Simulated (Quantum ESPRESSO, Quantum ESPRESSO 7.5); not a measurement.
**1T-SnSe2, 1 layer against a metal electrode: a series in the charge of the slab**

Aim: how the results for 1T-SnSe2, 1 layer against a metal electrode change with the charge of the slab.

Method: plane-wave DFT, PBE, GBRV ultrasoft pseudopotentials (geometry by pw.x at PBE-D3(BJ), GBRV ultrasoft), in Quantum ESPRESSO 7.5.

## (1) The structure

The cell holds 3 atoms: 2 Se and 1 Sn. Cell: a = 3.870 Å, b = 3.870 Å, c = 18.110 Å, α = 90.0°, β = 90.0°, γ = 120.0°. It derives from SnSe2. Vacuum lies along c.

As a file:

```cif
data_structure
_symmetry_space_group_name_H-M 'P 1'
_symmetry_Int_Tables_number 1
_cell_length_a 3.8700
_cell_length_b 3.8700
_cell_length_c 18.1105
_cell_angle_alpha 90.000
_cell_angle_beta 90.000
_cell_angle_gamma 120.000
_cell_volume 234.90
loop_
_atom_site_label
_atom_site_type_symbol
_atom_site_fract_x
_atom_site_fract_y
_atom_site_fract_z
_atom_site_occupancy
Se1 Se 0.66667 0.33333 0.44173 1
Sn2 Sn 0.00000 0.00000 0.50000 1
Se3 Se 0.33333 0.66667 0.55827 1
```

Set-up: The slab is relaxed neutral under PBE-D3(BJ), then held. ESM with bc3: vacuum below and a metal electrode about 6 Å above the top atoms. Fermi-Dirac smearing of 0.004 Ry and a dense mesh. Charges are set per cell from the starting area.

Members 2, 3, 4.5, 6, 7 and 8 took the same steps and show in the table alone.

## (2) Relaxing cell and ions of the reference

What the set-up leaves free in this member is relaxed.

Input file ref.relax.in:

```
&control
  prefix = 'ref.relax'
  outdir = './out'
  pseudo_dir = './pseudo'
  nstep = 80
  forc_conv_thr = 0.0004
  calculation = 'vc-relax'
  etot_conv_thr = 1e-06
/
&system
  ibrav = 0
  nat = 3
  ntyp = 2
  ecutwfc = 50
  ecutrho = 250
  vdw_corr = 'grimme-d3'
  dftd3_version = 4
  occupations = 'smearing'
  smearing = 'fd'
  degauss = 0.004
/
&electrons
  conv_thr = 1e-09
  mixing_beta = 0.4
  electron_maxstep = 120
  mixing_mode = 'plain'
/
&ions
/
&cell
  cell_dofree = '2Dxy'
  press_conv_thr = 0.3
/
ATOMIC_SPECIES
  Se  78.9710  se_pbe_v1.uspp.F.UPF
  Sn  118.7100  sn_pbe_v1.4.uspp.F.UPF
CELL_PARAMETERS angstrom
  3.87000000000000 0.00000000000000 0.00000000000000
  -1.93500000000000 3.35151831264578 0.00000000000000
  0.00000000000000 0.00000000000000 18.11048904285239
ATOMIC_POSITIONS crystal
  Se  0.666666666700 0.333333333300 0.441732963758
  Sn  0.000000000000 0.000000000000 0.500000000000
  Se  0.333333333300 0.666666666700 0.558267036242
K_POINTS automatic
  12 12 1 0 0 0
```

Command:

```
$ OMP_NUM_THREADS=1 mpirun -n 4 pw.x -nk 4 -in ref.relax.in > ref.relax.out
```

Output:

```text
Program PWSCF v.7.5 starts
[citation notice left out]

     Parallel version (MPI & OpenMP), running on       4 processor cores
     Number of MPI processes:                 4
     Threads/MPI process:                     1

     MPI processes distributed on     1 nodes
[...]
Current dimensions of program PWSCF are:
     Max number of different atomic species (ntypx) = 10
     Max number of k-points (npk) =  40000
     Max angular momentum in pseudopotentials (lmaxx) =  4
     Message from routine setup:
     using ibrav=0 with symmetry is DISCOURAGED, use correct ibrav instead

     K-points division:     npool     =       4
     Subspace diagonalization in iterative solution of the eigenvalue problem:
     a serial algorithm will be used

     G-vector sticks info
     --------------------
     sticks:   dense  smooth     PW     G-vecs:    dense   smooth      PW
     Sum         925     745    211               105893    75959   11945

     Using Slab Decomposition

     bravais-lattice index     =            0
     lattice parameter (alat)  =       7.3132  a.u.
     unit-cell volume          =    1585.1828 (a.u.)^3
     number of atoms/cell      =            3
     number of atomic types    =            2
     number of electrons       =        26.00
     number of Kohn-Sham states=           17
     kinetic-energy cutoff     =      50.0000  Ry
     charge density cutoff     =     250.0000  Ry
     scf convergence threshold =      1.0E-09
     mixing beta               =       0.4000
     number of iterations used =            8  plain     mixing
     energy convergence thresh.=      1.0E-06
     force convergence thresh. =      4.0E-04
     press convergence thresh. =      3.0E-01
     Exchange-correlation=  SLA  PW   PBX  PBC
                           (   1   4   3   4   0   0   0)
     nstep                     =           80

     celldm(1)=   7.313240  celldm(2)=   0.000000  celldm(3)=   0.000000
     celldm(4)=   0.000000  celldm(5)=   0.000000  celldm(6)=   0.000000

     crystal axes: (cart. coord. in units of alat)
               a(1) = (   1.000000   0.000000   0.000000 )
               a(2) = (  -0.500000   0.866025   0.000000 )
               a(3) = (   0.000000   0.000000   4.679713 )

     reciprocal axes: (cart. coord. in units 2 pi/alat)
               b(1) = (  1.000000  0.577350 -0.000000 )
               b(2) = (  0.000000  1.154701  0.000000 )
               b(3) = (  0.000000 -0.000000  0.213688 )

     PseudoPot. # 1 for Se read from file:
     ./pseudo/se_pbe_v1.uspp.F.UPF
     Pseudo is Ultrasoft + core correction, Zval =  6.0
     Generated by new atomic code, or converted to UPF format
     Using radial grid of  877 points,  6 beta functions with:
                l(1) =   0
                l(2) =   0
                l(3) =   1
                l(4) =   1
                l(5) =   2
                l(6) =   2
     Q(r) pseudized with  8 coefficients,  rinner =    1.300   1.300   1.300
                                                       1.300   1.300

     PseudoPot. # 2 for Sn read from file:
     ./pseudo/sn_pbe_v1.4.uspp.F.UPF
     Pseudo is Ultrasoft + core correction, Zval = 14.0
     Generated by new atomic code, or converted to UPF format
     Using radial grid of  891 points,  6 beta functions with:
                l(1) =   0
                l(2) =   0
                l(3) =   1
                l(4) =   1
                l(5) =   2
                l(6) =   2
     Q(r) pseudized with  8 coefficients,  rinner =    1.350   1.350   1.350
                                                       1.350   1.350

     atomic species   valence    mass     pseudopotential
     Se                6.00    78.97100     Se( 1.00)
     Sn               14.00   118.71000     Sn( 1.00)

     12 Sym. Ops., with inversion, found

   Cartesian axes

     site n.     atom                  positions (alat units)
         1        Se     tau(   1) = (   0.5000000   0.2886751   2.0671835  )
         2        Sn     tau(   2) = (   0.0000000   0.0000000   2.3398565  )
         3        Se     tau(   3) = (  -0.0000000   0.5773503   2.6125295  )

     --------------------------------------------
     DFT-D3 Dispersion Correction (3-body terms):
     --------------------------------------------
       Reference C6 values for interpolation:

         atom   Coordination number   C6
         Se         0.000           427.35
         Se         0.990           427.57
         Se         1.981           421.05
         Sn         0.000          1255.14
         Sn         0.951          1084.09
         Sn         1.950          1010.83
         Sn         2.926           818.29
         Sn         3.912           672.20

       Values used:

         atom   Coordination number  R0_AB[au]  C6      C8
         Se         4.092            3.332    421.05  29958.36
         Sn         6.625            3.957    672.20  84369.06
         Se         4.092            3.332    421.05  29958.36

         Molecular C6 ( Ry / a.u.^6 ) =      4481.92

     number of k points=    19  Fermi-Dirac smearing, width (Ry)=  0.0040
                       cart. coord. in units 2pi/alat
        k(    1) = (   0.0000000   0.0000000   0.0000000), wk =   0.0138889
        k(    2) = (   0.0000000   0.0962250   0.0000000), wk =   0.0833333
        k(    3) = (   0.0000000   0.1924501   0.0000000), wk =   0.0833333
        k(    4) = (   0.0000000   0.2886751   0.0000000), wk =   0.0833333
        k(    5) = (   0.0000000   0.3849002   0.0000000), wk =   0.0833333
        k(    6) = (   0.0000000   0.4811252   0.0000000), wk =   0.0833333
        k(    7) = (   0.0000000  -0.5773503   0.0000000), wk =   0.0416667
        k(    8) = (   0.0833333   0.1443376   0.0000000), wk =   0.0833333
        k(    9) = (   0.0833333   0.2405626   0.0000000), wk =   0.1666667
        k(   10) = (   0.0833333   0.3367877   0.0000000), wk =   0.1666667
[...]
k(   19) = (   0.3333333   0.5773503   0.0000000), wk =   0.0277778

     Dense  grid:   105893 G-vectors     FFT dimensions: (  40,  40, 180)

     Smooth grid:    75959 G-vectors     FFT dimensions: (  36,  36, 160)

     Estimated max dynamical RAM per process >     176.21 MB

     Estimated total dynamical RAM >     627.30 MB

     Initial potential from superposition of free atoms

     starting charge      24.9998, renormalised to      26.0000

     negative rho (up, down):  2.187E-04 0.000E+00
     Starting wfcs are   17 randomized atomic wfcs

     total cpu time spent up to now is        1.6 secs

[...]
number of scf cycles    =   2
     number of bfgs steps    =   1

     enthalpy           old  =    -246.3713169109 Ry
     enthalpy           new  =    -246.4661516625 Ry

     CASE: enthalpy          _new < enthalpy          _old

     new trust radius        =       0.2232731244 bohr
     new conv_thr            =       0.0000000010 Ry

     new unit-cell volume =   1681.90270 a.u.^3 (   249.23227 Ang^3 )
     density =      1.84323 g/cm^3

CELL_PARAMETERS (angstrom)
   3.986316054  -0.000000000   0.000000000
  -1.993158027   3.452250970   0.000000000
   0.000000000   0.000000000  18.110489043

ATOMIC_POSITIONS (crystal)
Se               0.6666666667        0.3333333333        0.4292782424
Sn              -0.0000000000       -0.0000000000        0.5000000000
Se               0.3333333333        0.6666666667        0.5707217576

[...]
NEW-OLD atomic charge density approx. for the potential
     New effective cutoffs (rho, wfc):  249.29   49.91

     negative rho (up, down):  6.175E-04 0.000E+00

     total cpu time spent up to now is       52.2 secs

     per-process dynamical memory:    97.0 Mb

     Self-consistent Calculation

     iteration #  1     ecut=    50.00 Ry     beta= 0.40
     Davidson diagonalization with overlap
     ethr =  1.00E-06,  avg # of iterations = 15.4

     negative rho (up, down):  4.224E-04 0.000E+00

     total cpu time spent up to now is       57.7 secs

     total energy              =    -246.52520135 Ry
     estimated scf accuracy    <       0.00162010 Ry

[...]
iteration #  8     ecut=    50.00 Ry     beta= 0.40
[...]
negative rho (up, down):  3.632E-04 0.000E+00

[...]
End of self-consistent calculation

[...]
the Fermi energy is    -1.7163 ev

!    total energy              =    -246.52543999 Ry
     estimated scf accuracy    <          1.3E-10 Ry
     smearing contrib. (-TS)   =      -0.00000228 Ry
     internal energy E=F+TS    =    -246.52543770 Ry

     The total energy is F=E-TS. E is the sum of the following terms:
     one-electron contribution =    -694.80654430 Ry
     hartree contribution      =     354.03466754 Ry
     xc contribution           =    -102.60554393 Ry
     ewald contribution        =     196.90594000 Ry
     DFT-D3 Dispersion         =      -0.05395701 Ry

     convergence has been achieved in   8 iterations

     negative rho (up, down):  3.632E-04 0.000E+00

     Forces acting on atoms (cartesian axes, Ry/au):

     atom    1 type  1   force =     0.00000000    0.00000000   -0.08627173
     atom    2 type  2   force =    -0.00000000    0.00000000    0.00000000
     atom    3 type  1   force =     0.00000000    0.00000000    0.08627173

     Total force =     0.122007     Total SCF correction =     0.000010

     Computing stress (Cartesian axis) and pressure

     negative rho (up, down):  3.632E-04 0.000E+00
          total   stress  (Ry/bohr**3)                   (kbar)     P=       20.82
   0.00009690  -0.00000000   0.00000000           14.25       -0.00        0.00
  -0.00000000   0.00009690   0.00000000           -0.00       14.25        0.00
   0.00000000   0.00000000   0.00023082            0.00        0.00       33.95

     Energy error            =      5.9E-02 Ry
     Gradient error          =      8.6E-02 Ry/Bohr
     Cell gradient error     =      1.4E+01 kbar

     number of scf cycles    =   3
     number of bfgs steps    =   2

     enthalpy           old  =    -246.4661516625 Ry
     enthalpy           new  =    -246.5254399883 Ry

     CASE: enthalpy          _new < enthalpy          _old

     new trust radius        =       0.3100105450 bohr
     new conv_thr            =       0.0000000010 Ry

     new unit-cell volume =   1724.25872 a.u.^3 (   255.50878 Ang^3 )
     density =      1.79795 g/cm^3

CELL_PARAMETERS (angstrom)
   4.036198436  -0.000000000   0.000000000
  -2.018099218   3.495450380   0.000000000
   0.000000000   0.000000000  18.110489043

ATOMIC_POSITIONS (crystal)
Se               0.6666666667        0.3333333333        0.4202199274
Sn              -0.0000000000       -0.0000000000        0.5000000000
Se               0.3333333333        0.6666666667        0.5797800726

[...]
NEW-OLD atomic charge density approx. for the potential
     New effective cutoffs (rho, wfc):  249.29   49.88

     negative rho (up, down):  6.030E-04 0.000E+00

     total cpu time spent up to now is       76.4 secs

     per-process dynamical memory:    97.0 Mb

[...]
!    total energy              =    -246.55951073 Ry
[...]
Total force =     0.036279     Total SCF correction =     0.000022
[...]
number of bfgs steps    =   3
[...]
new trust radius        =       0.0978240902 bohr
[...]
!    total energy              =    -246.56292393 Ry
[...]
Total force =     0.014042     Total SCF correction =     0.000025
[...]
number of bfgs steps    =   4
[...]
new trust radius        =       0.0728097815 bohr
[...]
!    total energy              =    -246.56540745 Ry
[...]
Total force =     0.000242     Total SCF correction =     0.000010
[...]
number of bfgs steps    =   5
[...]
new trust radius        =       0.0800907596 bohr
[...]
!    total energy              =    -246.56902394 Ry
[...]
Total force =     0.012570     Total SCF correction =     0.000001
[...]
number of bfgs steps    =   6
[...]
new trust radius        =       0.1201361394 bohr
[...]
!    total energy              =    -246.57319421 Ry
[...]
Total force =     0.020809     Total SCF correction =     0.000006
[...]
number of bfgs steps    =   7
[...]
new trust radius        =       0.1802042091 bohr
[...]
!    total energy              =    -246.57741358 Ry
[...]
Total force =     0.020772     Total SCF correction =     0.000039
[...]
number of bfgs steps    =   8
[...]
new trust radius        =       0.0810269701 bohr
[...]
!    total energy              =    -246.57875297 Ry
[...]
Total force =     0.007788     Total SCF correction =     0.000010
[...]
number of bfgs steps    =   9
[...]
new trust radius        =       0.0282393922 bohr
[...]
!    total energy              =    -246.57891683 Ry
[...]
Total force =     0.000530     Total SCF correction =     0.000001
[...]
number of bfgs steps    =  10
[...]
new trust radius        =       0.0049766511 bohr
[...]
Self-consistent Calculation

     iteration #  1     ecut=    50.00 Ry     beta= 0.40
     Davidson diagonalization with overlap
     ethr =  1.00E-06,  avg # of iterations =  2.0

     Threshold (ethr) on eigenvalues was too large:
     Diagonalizing with lowered threshold

     Davidson diagonalization with overlap
     ethr =  4.38E-09,  avg # of iterations =  6.1

     negative rho (up, down):  2.464E-04 0.000E+00

     total cpu time spent up to now is      263.0 secs

     total energy              =    -246.57891832 Ry
     estimated scf accuracy    <       0.00000057 Ry

[...]
iteration #  5     ecut=    50.00 Ry     beta= 0.40
[...]
negative rho (up, down):  2.475E-04 0.000E+00

[...]
total energy              =    -246.578
[key lines of the parts left out:]
the Fermi energy is    -1.2433 ev
convergence has been achieved in   7 iterations
```

Run time: 5.3 min. Hardware: 4 MPI ranks of Arm Neoverse V1, shared host; peak memory 0.8 GiB.

Relaxation path:

```
step  energy less that of the first step (eV)  largest force (eV/Å)  volume (Å³)
   1                                   0.0000                5.2187       234.90
   2                                  -1.2903                3.5931       242.72
   3                                  -2.0970                2.2181       249.23
   4                                  -2.5605                0.6596       255.51
   5                                  -2.6069                0.2553       255.60
   6                                  -2.6407                0.0044       253.58
   7                                  -2.6899                0.2285       248.72
   8                                  -2.7467                0.3783       241.48
   9                                  -2.8041                0.3776       230.83
  10                                  -2.8223                0.1416       226.11
  11                                  -2.8245                0.0096       226.63
  12                                  -2.8246                0.0002       226.91
  13                                  -2.8246                0.0001       226.91
  14                                  -2.8114                0.0001       226.91
```

| cell as run | before | after | change |
| --- | --- | --- | --- |
| a (Å) | 3.870 | 3.804 | -1.7 % |
| b (Å) | 3.870 | 3.804 | -1.7 % |

The atoms that moved most (Å, along periodic axes as changes of fractional coordinates times the final cell, across vacuum about the mean position):

| atom | dx | dy | dz | length |
| --- | --- | --- | --- | --- |
| Se1 | 0.000 | 0.000 | -0.552 | 0.552 |
| Se3 | 0.000 | 0.000 | 0.552 | 0.552 |

Final coordinates:

```cif
data_structure
_symmetry_space_group_name_H-M 'P 1'
_symmetry_Int_Tables_number 1
_cell_length_a 3.8036
_cell_length_b 3.8036
_cell_length_c 18.1105
_cell_angle_alpha 90.000
_cell_angle_beta 90.000
_cell_angle_gamma 120.000
_cell_volume 226.91
loop_
_atom_site_label
_atom_site_type_symbol
_atom_site_fract_x
_atom_site_fract_y
_atom_site_fract_z
_atom_site_occupancy
Se1 Se 0.66667 0.33333 0.41124 1
Sn2 Sn 0.00000 0.00000 0.50000 1
Se3 Se 0.33333 0.66667 0.58876 1
```

 The last row is no step: it is a fresh SCF in the final cell with a new plane-wave basis, +13 meV from the row before, a sign that the cell is biased by the basis (Pulay stress).

Numbers from this step:

* free energy: -3354.8639 eV
* Fermi energy: -1.253 eV

[end of part 1 of 2]

[Logs are printed without paths, hosts, clocks, repeated set-up lines and the standing remarks that a program may print on its own settings, such as how far it seeks lower states.]

[Hosts, paths, dates, database ids (printed as entryN), source tags and the programs' standing remarks are cut or masked in the printed files.]

[Maps of the electrostatic potential energy from Ansatz leave out the sawtooth potential of an applied field or a dipole correction, so their vacuum need not be flat; planar profiles and work functions include it.]
